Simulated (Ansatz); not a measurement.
# ZrB2 (P6/mmm): modes against biaxial strain in the (0001) plane, that of a and b

Aim: how do the optical modes of ZrB2 (P6/mmm) shift and split under this strain?

Program: Ansatz 0.2.0. Level of theory: DFT PBEsol, scalar-relativistic, plane waves, PAW; PAW set soft_1. Results are calculated unless marked as measured.

## 1. The structure

Symmetry: P6/mmm, No. 191, hexagonal system. The conventional cell has a = 3.170 Å, b = 3.170 Å, c = 3.533 Å, α = 90.00°, β = 90.00°, γ = 120.00°. Nearest to B lie 3 B at 1.83 Å and 6 Zr at 2.54 Å. Nearest to Zr lie 12 B at 2.54 Å. Farther neighbours are not listed.

## 2. Relaxation

Harmonic phonons are second derivatives at a point where the forces vanish, and they are wanted at zero stress, so atoms and cell are relaxed first.

Contents of input.yaml:

```yaml
crystal:
  lattice:
    - [3.17, 0.0, 0.0]
    - [-1.585, 2.74530053, 0.0]
    - [0.0, 0.0, 3.533]
  atoms:
    - { symbol: B, position: [0.33333333, 0.66666667, 0.5] }
    - { symbol: B, position: [0.66666667, 0.33333333, 0.5] }
    - { symbol: Zr, position: [0.0, 0.0, 0.0] }
kpoints:
  mp_grid: { grid: [15, 15, 12] }
hamiltonian:
  xc: pbesol
  pseudopotentials: { kind: paw, azcp: { folder: soft_1 }, xc_functional: pbe }
scf:
  occupations: { method: gaussian, width: 0.1 }
output:
  forces: true
  stress: true
  eigenvalues: true
  write_density: true
  write_potential: true
  elf: true
  volumetric_format: npy
relax:
  adjacent_minimum: "off"
  f_tol: 0.005
  max_steps: 80
  cell: { stress_tol: 0.05 }
```

On the command line:

```console
> ansatz run input.yaml --threads 4 --pin off --max-ram 10240MiB --backend cpu --events-out ev --progress --plain --runs-dir out
```

Numbers of over 12 decimals in the logs are rounded to 6 here.

The log of the run:

```text
Engine: ansatz 0.2.0, x86_64-unknown-linux-gnu
Pseudopotentials: kind: paw
Pseudopotential: B, paw, valence charge 3, recommended cutoff 420 eV (normal), soft_1/B.paw.azcp
Pseudopotential: Zr, paw, valence charge 12, recommended cutoff 420 eV (normal), soft_1/Zr.paw.azcp
Functional definition: PBEsol
  exchange = pbesol_x
  correlation = pbesol_c
Crystal: 3 atoms, lattice volume = 30.746 Å³
Basis set: ecut = 420 eV, 575 PW (Γ), exchange–correlation on 48×48×48 points (8 copies of the dense FFT grid, shifted against one another)
Bands: 13, of which v1, the nominal top of the filled ones, is band 9 counted from 1 (8 counted from 0)
Symmetry: 24 space group operations
Space group: P6/mmm (ITA 191), of the structure as read, at distance tolerance 3.1e-5 Å
k-points: 189 of 2700
Non-local potential: B, projectors of the file, l = 0: 2, l = 1: 2, l = 2: 1
Non-local potential: Zr, projectors of the file, l = 0: 3, l = 1: 2, l = 2: 2, l = 3: 1
PAW form: soft (Blöchl's): semilocal exchange-correlation on the pseudo side does not see the compensation charge
PAW frozen core: B, regenerated for the run's functional, and the local potential with it (the file was generated under x = pbe(κ = 0.804, μ = 0.219515), c = pbe(β = 0.066725))
PAW frozen core: Zr, regenerated for the run's functional, and the local potential with it (the file was generated under x = pbe(κ = 0.804, μ = 0.219515), c = pbe(β = 0.066725))
PAW one-centre angular grid: B, 110 points (default); XC on 64 Gauss nodes
PAW one-centre angular grid: Zr, 590 points (default); XC on 64 Gauss nodes
Initial density: superposition of atomic densities (chi_scale 0.1, normalization cell, long waves kept (reshape's long-wave potential 0.00 eV rms))
Initial wavefunctions: pseudopotential atomic-orbital guess
Functional: x = pbesol(κ = 0.804, μ = 0.123457), c = pbesol(β = 0.046)
SCF iter   1: F=—  HF=-4437.716497 eV  |F-HF|=—  |Δ(HF+E_count)|=         —  Δρ=5.36e-2  dr2=1.63e0  ethr=3.10e-3  ⟨swp⟩=4.9  Hψ=11962  notcnv=0
preconditioner: auto → none  [metal: Δε(μ)=0.047 eV  Ē_g=16.980 eV  σ=0.100 eV  W_gap=0.25  n_scr=8 (ndim 8)  ℏωp=26.8 eV  f_vac=0.000  D(μ)=0.28/eV (n_scr^D=0)  sad-step TF]
SCF iter   2: F=—  HF=-4437.342878 eV  |F-HF|=—  |Δ(HF+E_count)|=   3.74e-1  Δρ=2.69e-2  dr2=3.69e-1  ethr=3.10e-3  ⟨swp⟩=2.1  Hψ=4790  notcnv=0  defer=2
SCF iter   3: F=—  HF=-4437.236449 eV  |F-HF|=—  |Δ(HF+E_count)|=   1.06e-1  Δρ=2.26e-3  dr2=1.18e-3  ethr=2.05e-3  ⟨swp⟩=2.1  Hψ=4183  notcnv=0  defer=2
SCF iter   4: F=—  HF=-4437.236814 eV  |F-HF|=—  |Δ(HF+E_count)|=   3.66e-4  Δρ=4.05e-4  dr2=4.58e-5  ethr=6.56e-6  ⟨swp⟩=2.4  Hψ=5400  notcnv=0  defer=1
SCF iter   5: F=—  HF=-4437.236818 eV  |F-HF|=—  |Δ(HF+E_count)|=   3.72e-6  Δρ=4.97e-5  dr2=8.41e-7  ethr=2.54e-7  ⟨swp⟩=2.1  Hψ=3518  notcnv=0  defer=1
SCF iter   6: F=-4437.236818 eV  HF=-4437.236818 eV  |F-HF|=7.39e-9  |Δ(HF+E_count)|=  3.09e-10  Δρ=8.48e-6  dr2=1.36e-8  ethr=5.56e-10  ⟨swp⟩=9.0  Hψ=17040  notcnv=0
SCF 1 converged in 6 iterations: F = -4437.236818 eV  dr2 = 1.36e-8
  greatest PAW one-centre occupation: 0.996 electrons in one spin orbital (limit 2), on the Zr atom at site 2 (counted from 0), in its partial waves of l = 0
relax step   1: F+E_penalty+E_count = -4437.23681779 eV  Δ(F+E_penalty+E_count) = +0.000e0 eV  max|allowed force component| = 5.551e-17 eV/Å  Δτ_max = 0.0000 Å  P = -4.060 GPa  Ω = 30.746 Å³  (6 SCF iters, dr2 threshold 1.00e-7 eV, accepted)
Crystal: 3 atoms, lattice volume = 29.976 Å³
Basis set: ecut = 420 eV, 563 PW (Γ), exchange–correlation on 48×48×48 points (8 copies of the dense FFT grid, shifted against one another)
Initial density: handed on by an earlier stage of this run
Initial wavefunctions: those handed on with the density
iter 1 solved again at ethr=2.35e-5 eV; its pass at ethr=3.10e-3 eV (dr2=4.23e-3 eV) is discarded
SCF iter   1: F=—  HF=-4437.241784 eV  |F-HF|=—  |Δ(HF+E_count)|=         —  Δρ=2.56e-3  dr2=3.78e-3  ethr=2.35e-5  ⟨swp⟩=2.0  Hψ=15989  notcnv=0
preconditioner: auto → none  [metal: Δε(μ)=0.070 eV  Ē_g=17.023 eV  σ=0.100 eV  W_gap=0.38  n_scr=8 (ndim 8)  ℏωp=27.1 eV  f_vac=0.000  D(μ)=0.22/eV (n_scr^D=0)]
SCF iter   2: F=—  HF=-4437.240917 eV  |F-HF|=—  |Δ(HF+E_count)|=   8.67e-4  Δρ=1.11e-3  dr2=7.15e-4  ethr=2.10e-5  ⟨swp⟩=2.0  Hψ=3394  notcnv=0
SCF iter   3: F=—  HF=-4437.240703 eV  |F-HF|=—  |Δ(HF+E_count)|=   2.14e-4  Δρ=3.41e-4  dr2=1.99e-5  ethr=3.97e-6  ⟨swp⟩=2.1  Hψ=3434  notcnv=0
SCF iter   4: F=—  HF=-4437.240695 eV  |F-HF|=—  |Δ(HF+E_count)|=   7.92e-6  Δρ=5.86e-5  dr2=2.73e-7  ethr=1.67e-9  ⟨swp⟩=7.2  Hψ=18343  notcnv=0
SCF iter   5: F=-4437.240695 eV  HF=-4437.240695 eV  |F-HF|=3.10e-9  |Δ(HF+E_count)|=   2.40e-7  Δρ=7.18e-6  dr2=6.08e-9  ethr=1.52e-9  ⟨swp⟩=5.2  Hψ=14198  notcnv=0
SCF 2 converged in 5 iterations: F = -4437.240695 eV  dr2 = 6.08e-9
relax step   2: F+E_penalty+E_count = -4437.24069523 eV  Δ(F+E_penalty+E_count) = -3.877e-3 eV  max|allowed force component| = 3.701e-16 eV/Å  Δτ_max = 0.0000 Å  P = +2.077 GPa  Ω = 29.976 Å³  energy of the carried Pulay correction = +4.369e-4 eV  (5 SCF iters, dr2 threshold 3.00e-7 eV, accepted)
Crystal: 3 atoms, lattice volume = 30.216 Å³
iter 1 solved again at ethr=1.55e-6 eV; its pass at ethr=3.10e-3 eV (dr2=2.78e-4 eV) is discarded
SCF iter   1: F=—  HF=-4437.243760 eV  |F-HF|=—  |Δ(HF+E_count)|=         —  Δρ=9.31e-4  dr2=3.18e-4  ethr=1.55e-6  ⟨swp⟩=2.2  Hψ=16896  notcnv=0
preconditioner: auto → none  [metal: Δε(μ)=0.037 eV  Ē_g=8.955 eV  σ=0.100 eV  W_gap=0.21  n_scr=8 (ndim 8)  ℏωp=21.4 eV  f_vac=0.000  D(μ)=0.21/eV (n_scr^D=0)]
SCF iter   2: F=—  HF=-4437.243660 eV  |F-HF|=—  |Δ(HF+E_count)|=   1.01e-4  Δρ=3.28e-4  dr2=2.00e-5  ethr=1.55e-6  ⟨swp⟩=2.7  Hψ=3862  notcnv=0
SCF iter   3: F=—  HF=-4437.243651 eV  |F-HF|=—  |Δ(HF+E_count)|=   8.91e-6  Δρ=8.37e-5  dr2=7.18e-7  ethr=1.11e-7  ⟨swp⟩=2.4  Hψ=3381  notcnv=0
iter 4 did not close the SCF: its close was put off for the readings that it lacked (scf_convergence_deferred on its scf_iter line)
SCF iter   4: F=-4437.243651 eV  HF=-4437.243651 eV  |F-HF|=8.19e-12  |Δ(HF+E_count)|=   1.00e-7  Δρ=3.94e-6  dr2=1.79e-9  ethr=3.99e-9  ⟨swp⟩=1.8  Hψ=3083  notcnv=0
iter 5 did not close the SCF: its close was put off for the readings that it lacked (scf_convergence_deferred on its scf_iter line)
SCF iter   5: F=-4437.243651 eV  HF=-4437.243651 eV  |F-HF|=8.19e-12  |Δ(HF+E_count)|=  6.04e-10  Δρ=4.80e-7  dr2=1.89e-11  ethr=9.94e-12  ⟨swp⟩=2.4  Hψ=4186  notcnv=0
SCF iter   6: F=-4437.243651 eV  HF=-4437.243651 eV  |F-HF|=0.00e0  |Δ(HF+E_count)|=  1.09e-11  Δρ=7.40e-8  dr2=5.31e-13  ethr=1.00e-12  ⟨swp⟩=4.1  Hψ=10212  notcnv=0
the search or the solves at the SCF's close seem to have found levels that the self-consistency loop had missed (the run counts 1). By its estimate they hold under 1e-12 electrons; where the run keeps them, the occupations were computed again with them
SCF 3 converged in 6 iterations: F = -4437.243651 eV  dr2 = 5.31e-13
relax step   3: F+E_penalty+E_count = -4437.24365078 eV  Δ(F+E_penalty+E_count) = -2.956e-3 eV  max|allowed force component| = 1.234e-17 eV/Å  Δτ_max = 0.0000 Å  P = +0.180 GPa  Ω = 30.216 Å³  energy of the carried Pulay correction = +3.023e-4 eV  (6 SCF iters, dr2 threshold 3.00e-7 eV, accepted)
[...]
relax step   4: F+E_penalty+E_count = -4437.24377854 eV  Δ(F+E_penalty+E_count) = -1.278e-4 eV  max|allowed force component| = 1.665e-16 eV/Å  Δτ_max = 0.0000 Å  P = -0.057 GPa  Ω = 30.240 Å³  energy of the carried Pulay correction = +2.875e-4 eV  (6 SCF iters, dr2 threshold 3.00e-7 eV, accepted)
[...]
relax step   5: F+E_penalty+E_count = -4437.24378392 eV  Δ(F+E_penalty+E_count) = -5.377e-6 eV  max|allowed force component| = 2.776e-16 eV/Å  Δτ_max = 0.0000 Å  P = -0.000 GPa  Ω = 30.233 Å³  energy of the carried Pulay correction = +2.914e-4 eV  (7 SCF iters, accepted)
Initial wavefunctions: pseudopotential atomic-orbital guess (no wavefunctions were taken with the density)
iter 1 solved again at ethr=9.01e-8 eV; its pass at ethr=3.10e-3 eV (dr2=1.62e-5 eV) is discarded
SCF iter   1: F=—  HF=-4437.243513 eV  |F-HF|=—  |Δ(HF+E_count)|=         —  Δρ=2.80e-5  dr2=2.56e-8  ethr=9.01e-8  ⟨swp⟩=3.0  Hψ=19041  notcnv=0
SCF iter   2: F=—  HF=-4437.243507 eV  |F-HF|=—  |Δ(HF+E_count)|=   5.91e-6  Δρ=1.40e-5  dr2=5.96e-9  ethr=1.42e-10  ⟨swp⟩=2.3  Hψ=3940  notcnv=0
SCF iter   3: F=—  HF=-4437.243507 eV  |F-HF|=—  |Δ(HF+E_count)|=   1.51e-8  Δρ=1.34e-6  dr2=3.09e-10  ethr=3.31e-11  ⟨swp⟩=2.3  Hψ=4155  notcnv=0
iter 4 did not close the SCF: its close was put off for the readings that it lacked (scf_convergence_deferred on its scf_iter line)
SCF iter   4: F=-4437.243507 eV  HF=-4437.243507 eV  |F-HF|=1.00e-11  |Δ(HF+E_count)|=  2.64e-11  Δρ=2.17e-7  dr2=1.15e-11  ethr=1.72e-12  ⟨swp⟩=2.4  Hψ=4032  notcnv=0
iter 5 did not close the SCF: its close was put off for the readings that it lacked (scf_convergence_deferred on its scf_iter line)
SCF iter   5: F=-4437.243507 eV  HF=-4437.243507 eV  |F-HF|=1.82e-12  |Δ(HF+E_count)|=  5.46e-12  Δρ=4.28e-8  dr2=4.79e-13  ethr=1.00e-12  ⟨swp⟩=1.0  Hψ=2457  notcnv=0
iter 6 did not close the SCF: its close was put off for the readings that it lacked (scf_convergence_deferred on its scf_iter line)
SCF iter   6: F=-4437.243507 eV  HF=-4437.243507 eV  |F-HF|=9.09e-13  |Δ(HF+E_count)|=  9.09e-13  Δρ=9.18e-9  dr2=2.07e-14  ethr=1.00e-12  ⟨swp⟩=1.0  Hψ=2457  notcnv=0
iter 7 did not close the SCF: its close was put off for the readings that it lacked (scf_convergence_deferred on its scf_iter line)
SCF iter   7: F=-4437.243507 eV  HF=-4437.243507 eV  |F-HF|=0.00e0  |Δ(HF+E_count)|=  9.09e-13  Δρ=2.22e-9  dr2=1.64e-15  ethr=1.00e-12  ⟨swp⟩=1.0  Hψ=2457  notcnv=0
SCF iter   8: F=-4437.243507 eV  HF=-4437.243507 eV  |F-HF|=9.09e-13  |Δ(HF+E_count)|=    0.00e0  Δρ=2.17e-10  dr2=1.00e-17  ethr=1.00e-12  ⟨swp⟩=2.0  Hψ=7295  notcnv=0
SCF 6 converged in 8 iterations: F = -4437.243507 eV  dr2 = 1.00e-17
relax step   6: F+E_penalty+E_count = -4437.24350707 eV  Δ(F+E_penalty+E_count) = +2.769e-4 eV  max|allowed force component| = 2.714e-16 eV/Å  Δτ_max = 0.0000 Å  P = -0.014 GPa  Ω = 30.233 Å³  stress off target by 1.68e-2 GPa  SCF on the basis re-selected at this cell (its energy is not comparable with the rows above)  (8 SCF iters)
basis re-selected at this cell: Δ(F+E_penalty+E_count) = +2.769e-4 eV, ΔP = -0.014 GPa vs the last step (what re-selecting the basis moved, of the pressure what is left beyond the Pulay correction that the steps carried, after the strain that the cell walked since its last selection, with what the two solves' SCF thresholds leave and, on support functions, any second-order correction that the steps lacked; it is no m [...]
SCF converged after 8 iterations
Free energy (F): -4437.243507 eV
Harris-Foulkes:  -4437.243507 eV  (|F-HF|=9.09e-13)
Internal energy: -4437.242437 eV  (E = F + TS)
E sigma→0 (E₀):  -4437.242972 eV
Entropy (-TS):   -0.001071 eV (-0.357 meV/atom)
Fermi energy:    15.922305 eV
--- Per-component energies (eV) ---
  E_band       = -21.751440
  E_kinetic    = 419.456141
  E_local      = -520.782416  (includes V_loc(G=0)·N_el)
  E_nonlocal   = 91.097698
  E_hartree    = 176.411773
  E_xc         = -222.015710
  E_vxc        = -263.579460  (∫ρ·V_xc dr)
  E_paw        = -3060.002220  (= ΣΔE_a)
  E_vpaw       = -100.766940  (= ΣTr[D̂ρ^β])
  E_aug_tail   = -0.000009  (compensation charges beyond the density's cutoff)
  E_ewald      = -1321.602836
  E_core_change = 0.195143  (= ΣΔE_core)
  E_smearing   = -0.001071  (= −TS)
  E_closure    = -0.000000  (closes the sum)
  Σ components = -4437.243507   (vs F -4437.243507, Δ=0.00e0)
--- Forces (eV/Å), atoms counted from 1 ---
  atom   1  B      0.00000000    -0.00000000     0.00000000
  atom   2  B      0.00000000     0.00000000     0.00000000
  atom   3  Zr     0.00000000     0.00000000     0.00000000
  max |Σ_I F_I| component: 1.67e-16 eV/Å
--- Stress (GPa, compression-positive) ---
       -0.012834       0.000000      -0.000000
        0.000000      -0.012834      -0.000000
       -0.000000      -0.000000      -0.016844
  P = ⅓ Tr σ = -0.0142 GPa (-0.142 kbar)
--- Band table (eV; the first three rows and the last of 189) ---
  k-point 0: bands = [... 5 lower, 13.2596, 13.2596, 13.2827, 13.6430, 19.3998, 19.3998, 20.2313, 20.2313]
  k-point 1: bands = [... 5 lower, 12.5597, 13.3265, 13.3265, 14.3331, 18.8253, 18.8253, 20.0077, 20.0077]
  k-point 2: bands = [... 5 lower, 11.6495, 13.5251, 13.5251, 15.1691, 17.9628, 17.9628, 19.4177, 19.4177]
  k-point 188: bands = [... 5 lower, 7.1429, 11.0105, 13.2584, 13.2584, 20.1300, 22.1538, 22.1538, 22.6733]
--- Relaxed structure (5 steps of the walk, 5 accepted, 1 SCFs on fresh bases) ---
  F+E_penalty+E_count = -4437.24350707 eV   max|allowed force component| = 2.714e-16 eV/Å   (the final SCF, on the basis selected at the relaxed cell)
  cell:  # Å, volume = 30.2331 Å³
    - [3.154887, 0.0, 0.0]
    - [-1.577444, 2.732212, 0.0]
    - [0.0, 0.0, 3.507391]
  atoms:
    - { symbol: B, position: [0.333333, 0.666667, 0.500000] }
    - { symbol: B, position: [0.666667, 0.333333, 0.500000] }
    - { symbol: Zr, position: [0, 0, 0.0] }
```

Wall time 4.8 s (4 threads of AMD EPYC 9R14 (Zen 4), shared host); peak memory 0.46 GiB; 17 s of CPU time.

Step by step:

```tsv
step	energy less that of the first step (eV)	largest force component (eV/Å)	pressure (GPa)	volume (Å³)
1	0.0000	0.0000	-4.06	30.75
2	-0.0039	0.0000	2.08	29.98
3	-0.0068	0.0000	0.18	30.22
4	-0.0070	0.0000	-0.06	30.24
5	-0.0070	0.0000	0.00	30.23
6*	-0.0067	0.0000	-0.01	30.23
```

Relaxation steps marked * repeat the geometry before them on a plane-wave basis chosen anew for their cell, so energy and pressure can jump there.

The run keeps the 24 symmetry operations that it works with, so distortions that break them were not tested.

```tsv
conventional cell, symmetrised	before	after	change
a (Å)	3.170	3.155	-0.5 %
b (Å)	3.170	3.155	-0.5 %
c (Å)	3.533	3.507	-0.7 %
volume (Å³/atom)	10.25	10.08	-1.7 %
```

The relaxed structure:

```xyz
3
Lattice="3.1549 0.0000 0.0000 -1.5774 2.7322 0.0000 0.0000 0.0000 3.5074" Properties=species:S:1:pos:R:3 pbc="T T T"
B     0.0000    1.8215    1.7537
B     1.5774    0.9107    1.7537
Zr    0.0000    0.0000    0.0000
```

This step gave:

```yaml
pressure: -0.01417 GPa
volume_per_atom: 10.08 Å³
gap_on_the_k_mesh: 0 eV
```

Valence density in the ab plane at fractional z = 0.500, with atoms of B within 0.2 Å of it. It is the smooth field of the valence electrons, not physical close to the nuclei.

Values in e/Å³, 16 rows by 16 columns:
```
0.16 0.18 0.22 0.29 0.39 0.52 0.65 0.74 0.74 0.65 0.52 0.39 0.29 0.22 0.18 0.16
0.19 0.22 0.28 0.36 0.49 0.63 0.74 0.79 0.74 0.63 0.49 0.36 0.28 0.22 0.19 0.18
0.24 0.29 0.36 0.48 0.61 0.71 0.74 0.74 0.71 0.61 0.48 0.36 0.29 0.24 0.22 0.22
0.32 0.39 0.49 0.61 0.68 0.61 0.54 0.61 0.68 0.61 0.49 0.39 0.32 0.29 0.28 0.29
0.44 0.52 0.63 0.71 0.61 0.39 0.39 0.61 0.71 0.63 0.52 0.44 0.39 0.36 0.36 0.39
0.57 0.65 0.74 0.74 0.54 0.39 0.54 0.74 0.74 0.65 0.57 0.52 0.49 0.48 0.49 0.52
0.68 0.74 0.79 0.74 0.61 0.61 0.74 0.79 0.74 0.68 0.65 0.63 0.61 0.61 0.63 0.65
0.73 0.74 0.74 0.71 0.68 0.71 0.74 0.74 0.73 0.74 0.74 0.71 0.68 0.71 0.74 0.74
0.68 0.65 0.63 0.61 0.61 0.63 0.65 0.68 0.74 0.79 0.74 0.61 0.61 0.74 0.79 0.74
0.57 0.52 0.49 0.48 0.49 0.52 0.57 0.65 0.74 0.74 0.54 0.39 0.54 0.74 0.74 0.65
0.44 0.39 0.36 0.36 0.39 0.44 0.52 0.63 0.71 0.61 0.39 0.39 0.61 0.71 0.63 0.52
0.32 0.29 0.28 0.29 0.32 0.39 0.49 0.61 0.68 0.61 0.54 0.61 0.68 0.61 0.49 0.39
0.24 0.22 0.22 0.24 0.29 0.36 0.48 0.61 0.71 0.74 0.74 0.71 0.61 0.48 0.36 0.29
0.19 0.18 0.19 0.22 0.28 0.36 0.49 0.63 0.74 0.79 0.74 0.63 0.49 0.36 0.28 0.22
0.16 0.16 0.18 0.22 0.29 0.39 0.52 0.65 0.74 0.74 0.65 0.52 0.39 0.29 0.22 0.18
0.16 0.16 0.19 0.24 0.32 0.44 0.57 0.68 0.73 0.68 0.57 0.44 0.32 0.24 0.19 0.16
```
Columns run along a (3.2 Å), rows up along b (3.2 Å). Atoms in or near the plane, at fractional coordinates: B at (0.33, 0.67), B at (0.67, 0.33).

ELF in the ab plane at fractional z = 0.500, with atoms of B within 0.2 Å of it. It is the smooth field of the valence electrons, not physical close to the nuclei.

Ten even steps from '_' (0.00) to '@' (0.86):
```
::::--++**%%@@@@@@@@%%**++--::::
::--==**##############**==--::::
==++****++==----==++****++==----
****##++--______::++##****++==++
##%%##==________==##%%##********
@@@@##--______--##@@@@%%##**##%%
@@@@##--____--##@@@@@@##++++##@@
@@@@##==::==##@@@@@@##==::==##@@
@@@@##++++##@@@@@@##--____--##@@
@@%%##**##%%@@@@##--______--##@@
##********##%%##==________==##%%
**++==++****##++::______--++##**
==----==++****++==----==++****++
::::::--==**##############**==--
::::::--++**%%@@@@@@@@%%**++--::
..::::==**##@@@@@@@@@@##**==::::
```
Columns run along a (3.2 Å), rows up along b (3.2 Å). Atoms in or near the plane, at fractional coordinates: B at (0.33, 0.67), B at (0.67, 0.33).

Electrostatic potential energy in the ab plane at fractional z = 0.500, with atoms of B within 0.2 Å of it. With pseudopotentials it is smooth inside the atoms' cores, unlike the true potential.

Values in eV, 16 rows by 16 columns:
```
 16  16  16  16  14  12   8   5   5   8  12  14  16  16  16  16
 16  16  15  14  10   2  -7 -10  -7   2  10  14  16  16  16  16
 16  16  14   9  -4 -18 -24 -24 -18  -4   9  14  16  16  16  16
 15  14  10  -4 -21 -27 -27 -27 -21  -4  10  14  16  16  16  16
 14  12   2 -18 -27 -25 -25 -27 -18   2  12  14  14  14  14  14
 12   8  -7 -24 -27 -25 -27 -24  -7   8  12  12  10   9  10  12
 10   5 -10 -24 -27 -27 -24 -10   5  10   8   2  -4  -4   2   8
  9   5  -7 -18 -21 -18  -7   5   9   5  -7 -18 -21 -18  -7   5
 10   8   2  -4  -4   2   8  10   5 -10 -24 -27 -27 -24 -10   5
 12  12  10   9  10  12  12   8  -7 -24 -27 -25 -27 -24  -7   8
 14  14  14  14  14  14  12   2 -18 -27 -25 -25 -27 -18   2  12
 15  16  16  16  16  14  10  -4 -21 -27 -27 -27 -21  -4  10  14
 16  16  16  16  16  14   9  -4 -18 -24 -24 -18  -4   9  14  16
 16  16  16  16  16  14  10   2  -7 -10  -7   2  10  14  15  16
 16  16  16  16  16  14  12   8   5   5   8  12  14  16  16  16
 16  16  16  16  15  14  12  10   9  10  12  14  15  16  16  16
```
Columns run along a (3.2 Å; values clipped at the 3rd and 97th percentile), rows up along b (3.2 Å). Atoms in or near the plane, at fractional coordinates: B at (0.33, 0.67), B at (0.67, 0.33).

In this step the volume went from 10.25 to 10.08 Å³/atom.

## 3. Tight relaxation

Phonons need small forces and stress, so the relaxation is finished with tight tolerances on 15×15×12 k points.

input.yaml, the sections that differ from step 2:

```yaml
crystal:
  lattice:
    - [3.1548871786, 0.0, 0.0]
    - [-1.5774435893, 2.7322124428, 0.0]
    - [0.0, 0.0, 3.5073905769]
  atoms:
    - { symbol: B, position: [0.3333333333, 0.6666666667, 0.5] }
    - { symbol: B, position: [0.6666666667, 0.3333333333, 0.5] }
    - { symbol: Zr, position: [0.0, 0.0, 0.0] }
scf:
  occupations: { method: methfessel_paxton, width: 0.2 }
output:
  forces: true
  stress: true
  eigenvalues: true
relax:
  adjacent_minimum: "off"
  f_tol: 0.001
  max_steps: 60
  cell: { stress_tol: 0.01 }
# kpoints, hamiltonian: as in step 2
```

The log of the run:

```text
[...]
Crystal: 3 atoms, lattice volume = 30.233 Å³
Basis set: ecut = 420 eV, 563 PW (Γ), exchange–correlation on 48×48×48 points (8 copies of the dense FFT grid, shifted against one another)
Bands: 13, of which v1, the nominal top of the filled ones, is band 9 counted from 1 (8 counted from 0)
Symmetry: 24 space group operations
[...]
k-points: 189 of 2700
[...]
k-point 188: bands = [... 5 lower, 7.1440, 11.0116, 13.2598, 13.2598, 20.1311, 22.1555, 22.1555, 22.6749]
--- Relaxed structure (2 steps of the walk, 2 accepted, 1 SCFs on fresh bases) ---
[...]
cell:  # Å, volume = 30.2306 Å³
    - [3.154739, 0.0, 0.0]
    - [-1.577370, 2.732084, 0.0]
    - [0.0, 0.0, 3.507436]
  atoms:
    - { symbol: B, position: [0.333333, 0.666667, 0.500000] }
    - { symbol: B, position: [0.666667, 0.333333, 0.500000] }
    - { symbol: Zr, position: [0, 0, 0.0] }
[key lines of the parts left out:]
SCF converged after 5 iterations
Free energy (F): -4437.242805 eV
Fermi energy:    15.918405 eV
P = ⅓ Tr σ = 0.0017 GPa (0.017 kbar)
```

It took 2.2 s on 4 threads; peak memory 0.46 GiB.

Little changed from the start: no atom moved by 0.005 Å and no cell edge by 0.1 %.

Numbers from this step:

* pressure: 0.001676 GPa

The forces vanish by symmetry and the pressure is 0.002 GPa, within the tolerances set. The cell now holds 10.08 Å³/atom.

(Part 1 of 2 ends here.)

[Logs are printed without paths, hosts, clocks, repeated set-up lines and the standing remarks that a program may print on its own settings, such as how far it seeks lower states.]

[Hosts, paths, dates, database ids (printed as entryN), source tags and the programs' standing remarks are cut or masked in the printed files.]
